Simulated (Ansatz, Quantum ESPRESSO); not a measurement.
# Equation of state of hcp Ru

How stiff is hcp Ru under hydrostatic load? Each row relaxes cell and atoms at a set pressure. The phase is followed to these pressures whether or not it stays the stable one.

Calculated with Quantum ESPRESSO 7.5, PBEsol, GBRV 1.5 ultrasoft potentials, cutoff 680 eV, Fermi–Dirac smearing 0.05 eV, k-mesh 18×18×10, no spin polarisation, no spin-orbit coupling.

Reference cell, relaxed at zero pressure with PBEsol (P6_3/mmc): a = 2.6884 Å, b = 2.6884 Å, c = 4.2497 Å, α = 90.00°, β = 90.00°, γ = 120.00°.

```
atom       x       y       z
  Ru  0.3333  0.6667  0.7500
  Ru  0.6667  0.3333  0.2500
```

| V (Å³/atom) | V/V0 | P (GPa) | E − E0 (meV/atom) |
| --- | --- | --- | --- |
| 13.1159 | 0.9862 | 4.993 | 2.9 |
| 12.9451 | 0.9733 | 10.016 | 10.9 |
| 12.7871 | 0.9614 | 15.001 | 23.3 |
| 12.6388 | 0.9503 | 19.999 | 39.5 |
| 12.3680 | 0.9299 | 29.999 | 81.7 |

V0 = 13.2999 Å³ an atom, where the residual pressure P0 is −0.016 GPa. **Question.** Fit the Birch–Murnaghan law and give the pressure and the energy at V = 13.4580 Å³ an atom, a row left out above.

With the Eulerian strain f = ½[(V0/V)^(2/3) − 1] and F = (P − P0)/[3f(1 + 2f)^(5/2)], the third-order law is the line F = B0 + (3/2) B0 (B′ − 4) f.

| f | F (GPa) |
| --- | --- |
| 0.02481 | 357.27 |
| 0.01729 | 354.49 |
| 0.01328 | 353.03 |
| 0.00909 | 351.48 |
| 0.00467 | 349.67 |

A straight line through the 5 rows: the means are 0.01383 for f and 353.19 for F, Σ(Δx)² = 0.0002392 and ΣΔxΔy = 0.08973, so the slope is 0.08973/0.0002392 = 375.13 and the intercept 353.19 − (375.13)(0.01383) = 348.

Hence B0 = 348.0 GPa and B′ = 4 + (375.1)/(1.5 × 348.0) = 4.72. For the withheld volume f = −0.00392, F = 346.53 GPa and P = −4.02 GPa, an extrapolation past the fitted rows. The run itself gives −4.00 GPa, so the estimate misses by 0.02 GPa, more than the largest misfit of the fitted rows (0.00 GPa).

Integrating the same law gives E − E0 = (9/2) B0 V0 f²[1 + (B′ − 4) f] + P0(V0 − V), with 1 GPa Å³ = 6.2415 meV: 2.0 meV an atom. The run itself gives 1.9 meV, so the estimate misses by 0.1 meV, a rounding's worth.

The same fit over all rows at other levels or in other programs gives B0 = 347 GPa with PBEsol (Ansatz) and 346 GPa with PBEsol (Quantum ESPRESSO, PseudoDojo).

[Logs are printed without paths, hosts, clocks, repeated set-up lines and the standing remarks that a program may print on its own settings, such as how far it seeks lower states.]
